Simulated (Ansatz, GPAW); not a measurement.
# Atomic orbitals against plane waves on 10 relaxed junctions

How near do orbital bases of three sizes come to a plane-wave transmission, and how do their times compare?

How it was computed: GPAW 26.7.0 in a basis of numerical atomic orbitals with PAW setups; lead and junction are solved self-consistently in repeated cells 9 Å or more across, their Hamiltonian and overlap matrices go into Green's functions with semi-infinite leads (ASE), and T is the Landauer transmission at zero bias, at the junction cell's Fermi level, for one spin or as the mean of both where a run is spin-polarised. The reference is Ansatz 0.2.0 (plane waves, PAW datasets, transmission by matching layers) on the same cell, meshes and smearing; PBE throughout. sz: one function a shell; szp: with polarisation; dzp: two functions a shell with polarisation. All levels use the geometry relaxed with plane waves.

The runs side by side:

```
                                                        junction  T, plane waves      dzp      szp       sz
            Na chain with a Ti atom on top of one atom (rebuilt)           0.996    0.902    0.969    0.964
hydroquinonedithiol between two Cu chains (rebuilt) (short lead)           0.755    0.725    0.902    0.993
                      CN in line between two Al chains (rebuilt)           0.736    0.761    0.801     0.81
                    Al chain with two Li atoms in line (rebuilt)           0.497    0.473    0.414    0.346
                     1,4-diisocyanobenzene between two Ir chains           0.253    0.221    0.214     0.25
                      C2 in line between two Ag chains (rebuilt)           0.117    0.145     0.13    0.162
           butadiene-1,4-dithiol between two Al chains (rebuilt)          0.0342   0.0401   0.0368   0.0397
          pyrimidine-2,5-dithiol between two Al chains (rebuilt)          0.0263   0.0285   0.0553   0.0804
              butane-1,4-dithiol between two Ag chains (rebuilt)         0.00835  0.00769   0.0059   0.0048
heptane-1,7-dithiol between two Pt chains (rebuilt) (short lead)         0.00494  0.00517  0.00272  0.00176
```

What this shows: Within 10 % of the plane-wave T lie 7 of 10 junctions in dzp, 3 of 10 junctions in szp and 2 of 10 junctions in sz. The median miss is 8.1 % (dzp), 16.1 % (szp) and 31.0 % (sz). The dzp basis is farthest off for C2 in line between two Ag chains (rebuilt) (0.145 against 0.117). Each added layer of the basis lowers the median miss. In wall time on shared hosts the szp runs took a median 0.81 and the minimal basis 0.59 of the dzp time. For the 4 junctions with T under 0.1 dzp misses by a median 8 %, for the others by 7 %.

**Limits.** The two programs also differ in their PAW data, so part of each miss isn't the basis. T at one energy is a hard test where a resonance or band edge lies near. Spin-orbit coupling is left out, which matters for the heavier atoms here. Junctions whose dzp lead is shut at the Fermi level or whose end layer misses the lead by over 0.25 eV were left out, as were those with T under 1e-4 or a step of over 50 meV between the plane-wave lead's periods. Short lead: that step is over 25 meV, more than the program accepts, so the reference itself is in doubt. Rebuilt: atoms moved over 0.6 Å on relaxing, so the name is that of the start and the chain may have broken.

[Logs are printed without paths, hosts, clocks, repeated set-up lines and the standing remarks that a program may print on its own settings, such as how far it seeks lower states.]
